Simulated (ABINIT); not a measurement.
# TlGeH3 (Pm-3m): zone-centre phonons, part 2 of 4

Aim: the zone-centre modes of TlGeH3 (Pm-3m).

ABINIT 10.8.3; DFT LDA, scalar-relativistic, plane waves, HGH norm-conserving pseudopotentials.

So far. Step 5 (Relaxation): The volume changes by +0.0 % in this run and stands -33.5 % from the first cell. Step 6 (Ground state): The cell stands at -0.48 GPa: the relaxation ran with a smoothed and higher cutoff, and the difference is a stress of the finite basis. The relaxed cell has a = 3.849 Å (conventional setting).

The structure was built from a prototype and need not be the compound's stable phase.

**7. Zone-centre response**

At q = 0 one unit cell holds all displacements. The response is solved for single atoms along the cell's directions, and symmetry skips those that follow from others. The crystal is treated as a metal, which screens a static field, so no field response is asked.

dfpt_gamma.abi reads:

```

# common to the responses
getwfk_filepath "gso_WFK"
kptopt 2
nqpt 1
qpt 0.0 0.0 0.0
asr 0
chneut 0

# displacements
rfphon 1
rfatpol 1 5
rfdir 1 1 1
tolvrs 1.0d-10
prtwf 0

# basis, mesh and filling
ecut 35.0
ixc 7
ngkpt 6 6 6
nshiftk 1
shiftk 0.0 0.0 0.0
istwfk *1
occopt 3
tsmear 0.01
nband 11
nstep 100
diemac 1000000.0
prtebands 0
prtgsr 0

# cell and atoms
acell 7.273219058 7.273219058 7.273219058
rprim 
    1.0 0.0 0.0
    0.0 1.0 0.0
    0.0 0.0 1.0
ntypat 3
znucl 81 32 1
natom 5
typat 1 2 3 3 3
xred 
    0.0 0.0 0.0
    0.5 0.5 0.5
    0.5 0.5 0.0
    0.5 0.0 0.5
    0.0 0.5 0.5
pp_dirpath "./pseudo"
pseudos "Tl.hgh, Ge.hgh, H.hgh"
```

Launch:

```
$ OMP_NUM_THREADS=1 mpirun -n 2 abinit dfpt_gamma.abi > dfpt_gamma.log
```

Numbers of over 12 decimals in the logs are rounded to 6 here.

dfpt_gamma.abo, the main output file:

```text
[banners, grids, parts of the stress and lines that vanish by symmetry left out]
- input  file    -> dfpt_gamma.abi
- output file    -> dfpt_gamma.abo
- root for input  files -> dfpt_gammai
- root for output files -> dfpt_gammao

 Symmetries : space group Pm -3 m (#221); Bravais cP (primitive cubic)
================================================================================
 Values of the parameters that define the memory need of the present run (RF).
     intxc =       0      iscf =       7    lmnmax =       6     lnmax =       6
     mgfft =      40  mpssoang =       3    mqgrid =    3001     natom =       5
  nloc_mem =       1    nspden =       1   nspinor =       1    nsppol =       1
      nsym =      48    n1xccc =       0    ntypat =       3    occopt =       3
   xclevel =       1
-    mband =          11        mffmem =           1         mkmem =          56
-   mkqmem =          56        mk1mem =          56           mpw =        3840
      nfft =       64000          nkpt =         112
- my_mband =          11
================================================================================
================================================================================

--------------------------------------------------------------------------------
------------- Echo of variables that govern the present computation ------------
--------------------------------------------------------------------------------
-
- outvars: echo of selected default values
-   iomode0 =  0 , fftalg0 =312 , wfoptalg0 =  0
-
- outvars: echo of global parameters not present in the input file
-  max_nthreads =    1
-
 -outvars: echo values of preprocessed input variables
 [... echo left out ...]
================================================================================

 chkinp: Checking input parameters for consistency.

[...]
== DATASET  1 ==================================================================
-   mpi_nproc: 2, omp_nthreads: 1 (-1 if OMP is not activated)

--- !DatasetInfo
iteration_state: {dtset: 1, }
dimensions: {natom: 5, nkpt: 112, mband: 11, nsppol: 1, nspinor: 1, nspden: 1, mpw: 3840, }
cutoff_energies: {ecut:  35.0, pawecutdg:  -1.0, }
electrons: {nelect:   1.00000000E+01, charge:   0.00000000E+00, occopt:   3.00000000E+00, tsmear:   1.00000000E-02, }
meta: {optdriver: 1, rfphon: 1, }
...

 mkfilename: getwfk from: gso_WFK

 Exchange-correlation functional for the present dataset will be:
  LDA: Perdew-Wang 92 LSD fit to Ceperley-Alder data - ixc=7
 Citation for XC functional:
  J.P.Perdew and Y.Wang, PRB 45, 13244 (1992)

 Real(R)+Recip(G) space primitive vectors, cartesian coordinates (Bohr,Bohr^-1):
 R(1)=  7.2732191  0.0000000  0.0000000  G(1)=  0.1374907  0.0000000  0.0000000
 R(2)=  0.0000000  7.2732191  0.0000000  G(2)=  0.0000000  0.1374907  0.0000000
 R(3)=  0.0000000  0.0000000  7.2732191  G(3)=  0.0000000  0.0000000  0.1374907
 Unit cell volume ucvol=  3.8475122E+02 bohr^3
 Angles (23,13,12)=  9.00000000E+01  9.00000000E+01  9.00000000E+01 degrees
 setup1 : take into account q-point for computing boxcut.

 getcut: wavevector=  0.0000  0.0000  0.0000  ngfft=  40  40  40
         ecut(hartree)=     35.000   => boxcut(ratio)=   2.06507

--- Pseudopotential description ------------------------------------------------
- pspini: atom type   1  psp file is ./pseudo/Tl.hgh

- pspini: atom type   2  psp file is ./pseudo/Ge.hgh

- pspini: atom type   3  psp file is ./pseudo/H.hgh

   9.93926463E+01                                ecore*ucvol(ha*bohr**3)
--------------------------------------------------------------------------------

 ==>  initialize data related to q vector <==

 The list of irreducible perturbations for this q vector is:
    1)    idir= 1    ipert=   1
    2)    idir= 1    ipert=   2
    3)    idir= 1    ipert=   3
    4)    idir= 3    ipert=   3

[...]
The perturbation idir=   2  ipert=   1 is
 symmetric of a previously calculated perturbation.
 So, its SCF calculation is not needed.

 The perturbation idir=   3  ipert=   1 is
 symmetric of a previously calculated perturbation.
 So, its SCF calculation is not needed.

 The perturbation idir=   2  ipert=   2 is
 symmetric of a previously calculated perturbation.
 So, its SCF calculation is not needed.

 The perturbation idir=   3  ipert=   2 is
 symmetric of a previously calculated perturbation.
 So, its SCF calculation is not needed.

[...]
The perturbation idir=   2  ipert=   5 is
 symmetric of a previously calculated perturbation.
 So, its SCF calculation is not needed.

 The perturbation idir=   3  ipert=   5 is
 symmetric of a previously calculated perturbation.
 So, its SCF calculation is not needed.

--------------------------------------------------------------------------------
 Perturbation wavevector (in red.coord.)   0.000000  0.000000  0.000000
 Perturbation : displacement of atom   1   along direction   1
 Found     8 symmetries that leave the perturbation invariant.

[...]
dfpt_looppert : total number of electrons, from k and k+q
  fully or partially occupied states are    1.000000E+01 and    1.000000E+01.
 Initialisation of the first-order wave-functions :
  ireadwf=   0

--- !BeginCycle
iteration_state: {dtset: 1, }
solver: {iscf: 7, nstep: 100, nline: 4, wfoptalg: 0, }
tolerances: {tolvrs: 1.00E-10, }
...

     iter   2DEtotal(Ha)        deltaE(Ha) residm    vres2
-ETOT  1   3.897739     -2.211E+01 1.124E-01 1.434E+04
 ETOT  2  0.813778     -3.084E+00 1.692E-03 2.805E+02
 ETOT  3  0.753849     -5.993E-02 5.458E-05 2.930E+00
 ETOT  4  0.753270     -5.795E-04 7.405E-07 1.535E-02
 ETOT  5  0.753268     -2.177E-06 9.654E-09 6.848E-05
[...]
At SCF step    8       vres2   =  5.29E-12 < tolvrs=  1.00E-10 =>converged.
[...]
Mean square residual over all n,k,spin=   11.338E-17; max=  18.739E-16

 Thirteen components of 2nd-order total energy (hartree) are
 1,2,3: 0th-order hamiltonian combined with 1st-order wavefunctions
     kin0=   3.01073848E+01 eigvalue=   4.27461866E-01  local=  -1.62512835E+01
 4,5,6: 1st-order hamiltonian combined with 1st and 0th-order wfs
 loc psp =   4.39406442E+00  Hartree=   4.09184090E+00     xc=  -3.03587068E+00
 note that "loc psp" includes a xc core correction that could be resolved
 7,8,9: eventually, occupation + non-local contributions
    edocc=   3.93466955E+00     enl0=   5.98246775E+00   enl1=  -5.49074059E+01
 1-9 gives the relaxation energy (to be shifted if some occ is /=2.0)
   erelax=  -2.52566708E+01
 10,11,12 Non-relaxation  contributions : frozen-wavefunctions and Ewald
 fr.local=  -1.26841767E+01 fr.nonlo=   2.65998013E+01  Ewald=   1.20943139E+01
 13,14 Frozen wf xc core corrections (1) and (2)
 frxc 1  =   0.00000000E+00  frxc 2 =   0.00000000E+00
 Resulting in :
 2DEtotal=    0.7532676696E+00 Ha. Also 2DEtotal=    0.204974575050E+02 eV
    (2DErelax=   -2.5256670800E+01 Ha. 2DEnonrelax=    2.6009938470E+01 Ha)
    (  non-var. 2DEtotal :    7.5326771935E-01 Ha)

[...]
Perturbation wavevector (in red.coord.)   0.000000  0.000000  0.000000
 Perturbation : displacement of atom   2   along direction   1
 Found     8 symmetries that leave the perturbation invariant.

[...]
dfpt_looppert : total number of electrons, from k and k+q
  fully or partially occupied states are    1.000000E+01 and    1.000000E+01.
 Initialisation of the first-order wave-functions :
  ireadwf=   0

--- !BeginCycle
iteration_state: {dtset: 1, }
solver: {iscf: 7, nstep: 100, nline: 4, wfoptalg: 0, }
tolerances: {tolvrs: 1.00E-10, }
...

     iter   2DEtotal(Ha)        deltaE(Ha) residm    vres2
-ETOT  1   16.710814209451     -7.954E+01 5.201E-01 7.026E+04
[...]
At SCF step    8       vres2   =  2.52E-11 < tolvrs=  1.00E-10 =>converged.
[...]
Mean square residual over all n,k,spin=   33.447E-17; max=  42.820E-16

 Thirteen components of 2nd-order total energy (hartree) are
 1,2,3: 0th-order hamiltonian combined with 1st-order wavefunctions
     kin0=   9.29309667E+01 eigvalue=   1.68853338E+00  local=  -4.54444331E+01
 4,5,6: 1st-order hamiltonian combined with 1st and 0th-order wfs
 loc psp =  -1.87773935E+01  Hartree=   1.77279333E+01     xc=  -9.15661626E+00
 note that "loc psp" includes a xc core correction that could be resolved
 7,8,9: eventually, occupation + non-local contributions
    edocc=   1.01041166E+01     enl0=   2.89104170E+01   enl1=  -1.74744442E+02
 1-9 gives the relaxation energy (to be shifted if some occ is /=2.0)
   erelax=  -9.67609176E+01
 10,11,12 Non-relaxation  contributions : frozen-wavefunctions and Ewald
 fr.local=   1.02529869E+00 fr.nonlo=   8.14034520E+01  Ewald=   1.38220730E+01
 13,14 Frozen wf xc core corrections (1) and (2)
 frxc 1  =   0.00000000E+00  frxc 2 =   0.00000000E+00
 Resulting in :
 2DEtotal=   -0.5100938069E+00 Ha. Also 2DEtotal=   -0.138803596010E+02 eV
    (2DErelax=   -9.6760917562E+01 Ha. 2DEnonrelax=    9.6250823755E+01 Ha)
    (  non-var. 2DEtotal :   -5.1009387108E-01 Ha)

[...]
Perturbation wavevector (in red.coord.)   0.000000  0.000000  0.000000
 Perturbation : displacement of atom   3   along direction   1
 Found     4 symmetries that leave the perturbation invariant.

[...]
dfpt_looppert : total number of electrons, from k and k+q
  fully or partially occupied states are    1.000000E+01 and    1.000000E+01.
 Initialisation of the first-order wave-functions :
  ireadwf=   0

--- !BeginCycle
iteration_state: {dtset: 1, }
solver: {iscf: 7, nstep: 100, nline: 4, wfoptalg: 0, }
tolerances: {tolvrs: 1.00E-10, }
...

     iter   2DEtotal(Ha)        deltaE(Ha) residm    vres2
-ETOT  1   3.730590     -4.972E+01 2.604E-01 1.358E+04
[...]
At SCF step    8       vres2   =  1.45E-11 < tolvrs=  1.00E-10 =>converged.
[...]
Mean square residual over all n,k,spin=   12.579E-17; max=  12.901E-16

 Thirteen components of 2nd-order total energy (hartree) are
 1,2,3: 0th-order hamiltonian combined with 1st-order wavefunctions
     kin0=   5.75910590E+01 eigvalue=   4.03176215E-01  local=  -1.26063399E+01
 4,5,6: 1st-order hamiltonian combined with 1st and 0th-order wfs
 loc psp =  -1.05755553E+02  Hartree=   9.92502718E+00     xc=  -6.14280445E+00
 note that "loc psp" includes a xc core correction that could be resolved
 7,8,9: eventually, occupation + non-local contributions
    edocc=   3.41710625E+00     enl0=   2.90552277E-01   enl1=   0.00000000E+00
 1-9 gives the relaxation energy (to be shifted if some occ is /=2.0)
   erelax=  -5.28777767E+01
 10,11,12 Non-relaxation  contributions : frozen-wavefunctions and Ewald
 fr.local=   5.53428613E+01 fr.nonlo=   0.00000000E+00  Ewald=  -1.89699201E+00
 13,14 Frozen wf xc core corrections (1) and (2)
 frxc 1  =   0.00000000E+00  frxc 2 =   0.00000000E+00
 Resulting in :
 2DEtotal=    0.5680925757E+00 Ha. Also 2DEtotal=    0.154585864999E+02 eV
    (2DErelax=   -5.2877776686E+01 Ha. 2DEnonrelax=    5.3445869261E+01 Ha)
    (  non-var. 2DEtotal :    5.6809262923E-01 Ha)

[...]
Perturbation wavevector (in red.coord.)   0.000000  0.000000  0.000000
 Perturbation : displacement of atom   3   along direction   3
 Found     8 symmetries that leave the perturbation invariant.

--------------------------------------------------------------------------------

--------------------------------------------------------------------------------

 dfpt_looppert : total number of electrons, from k and k+q
  fully or partially occupied states are    1.000000E+01 and    1.000000E+01.
 Initialisation of the first-order wave-functions :
  ireadwf=   0

--- !BeginCycle
iteration_state: {dtset: 1, }
solver: {iscf: 7, nstep: 100, nline: 4, wfoptalg: 0, }
tolerances: {tolvrs: 1.00E-10, }
...

     iter   2DEtotal(Ha)        deltaE(Ha) residm    vres2
-ETOT  1   4.177303     -5.237E+01 5.002E-01 2.067E+04
[...]
ETOT  7  -1.633866     -4.201E-11 1.601E-13 1.459E-09
 ETOT  8  -1.633866     -1.684E-12 9.651E-16 6.017E-12

 At SCF step    8       vres2   =  6.02E-12 < tolvrs=  1.00E-10 =>converged.
[...]
Mean square residual over all n,k,spin=   85.607E-18; max=  96.507E-17

 Thirteen components of 2nd-order total energy (hartree) are
 1,2,3: 0th-order hamiltonian combined with 1st-order wavefunctions
     kin0=   5.58312016E+01 eigvalue=   4.35557313E-01  local=  -1.26655192E+01
 4,5,6: 1st-order hamiltonian combined with 1st and 0th-order wfs
 loc psp =  -1.16368701E+02  Hartree=   1.30238414E+01     xc=  -7.69335956E+00
 note that "loc psp" includes a xc core correction that could be resolved
 7,8,9: eventually, occupation + non-local contributions
    edocc=   8.79371639E+00     enl0=   4.58912546E-01   enl1=   0.00000000E+00
 1-9 gives the relaxation energy (to be shifted if some occ is /=2.0)
   erelax=  -5.81843504E+01
 10,11,12 Non-relaxation  contributions : frozen-wavefunctions and Ewald
 fr.local=   3.72066681E+01 fr.nonlo=   0.00000000E+00  Ewald=   1.93438162E+01
 13,14 Frozen wf xc core corrections (1) and (2)
 frxc 1  =   0.00000000E+00  frxc 2 =   0.00000000E+00
 Resulting in :
 2DEtotal=   -0.1633866194E+01 Ha. Also 2DEtotal=   -0.444597640818E+02 eV
    (2DErelax=   -5.8184350430E+01 Ha. 2DEnonrelax=    5.6550484236E+01 Ha)
    (  non-var. 2DEtotal :   -1.6338662151E+00 Ha)

[...]
---- first-order wavefunction calculations are completed ----

 ==> Compute Derivative Database <==

 [... matrices left out ...]
  Phonon wavevector (reduced coordinates) :  0.00000  0.00000  0.00000
 Phonon energies in Hartree :
  -4.140358E-03 -4.140358E-03 -4.140358E-03  2.077722E-06  2.077723E-06
   2.077726E-06  3.759808E-04  3.759808E-04  3.759808E-04  2.335458E-03
   2.335458E-03  2.335458E-03  2.528204E-03  2.528204E-03  2.528204E-03
 Phonon frequencies in cm-1    :
- -9.087036E+02 -9.087036E+02 -9.087036E+02  4.560072E-01  4.560075E-01
-  4.560082E-01  8.251824E+01  8.251824E+01  8.251824E+01  5.125737E+02
-  5.125737E+02  5.125737E+02  5.548767E+02  5.548767E+02  5.548767E+02

== END DATASET(S) ==============================================================
================================================================================

 -outvars: echo values of variables after computation
            acell      7.2732190580E+00  7.2732190580E+00  7.2732190580E+00 Bohr
           etotal     -1.6338661941E+00
            fcart      0.0000000000E+00  0.0000000000E+00  0.0000000000E+00
           strten      0.0000000000E+00  0.0000000000E+00  0.0000000000E+00
================================================================================
```

The job ended after 89 s (2 MPI ranks of Arm Neoverse V1, shared host; 3 min of CPU time).

Numbers from this step:

| Item | Value |
| --- | --- |
| largest acoustic frequency at the zone centre before the sum rule | 0.46 cm⁻¹ |
| highest optical zone-centre mode (no LO-TO term) | 554.9 cm⁻¹ |
| lowest optical zone-centre mode | -908.7 cm⁻¹ |

The acoustic modes at Γ come out as far as 0.5 cm⁻¹ from zero, where they should vanish, a small numerical error. The lowest optical mode is imaginary, 909i cm⁻¹, an instability at this level and on this k mesh.

(Continued in part 3 of 4.)

[Host names and launcher messages were left out of these logs when they were recorded.]

[Logs are printed without paths, hosts, clocks, repeated set-up lines and the standing remarks that a program may print on its own settings, such as how far it seeks lower states.]

[Hosts, paths, dates, database ids (printed as entryN), source tags and the programs' standing remarks are cut or masked in the printed files.]
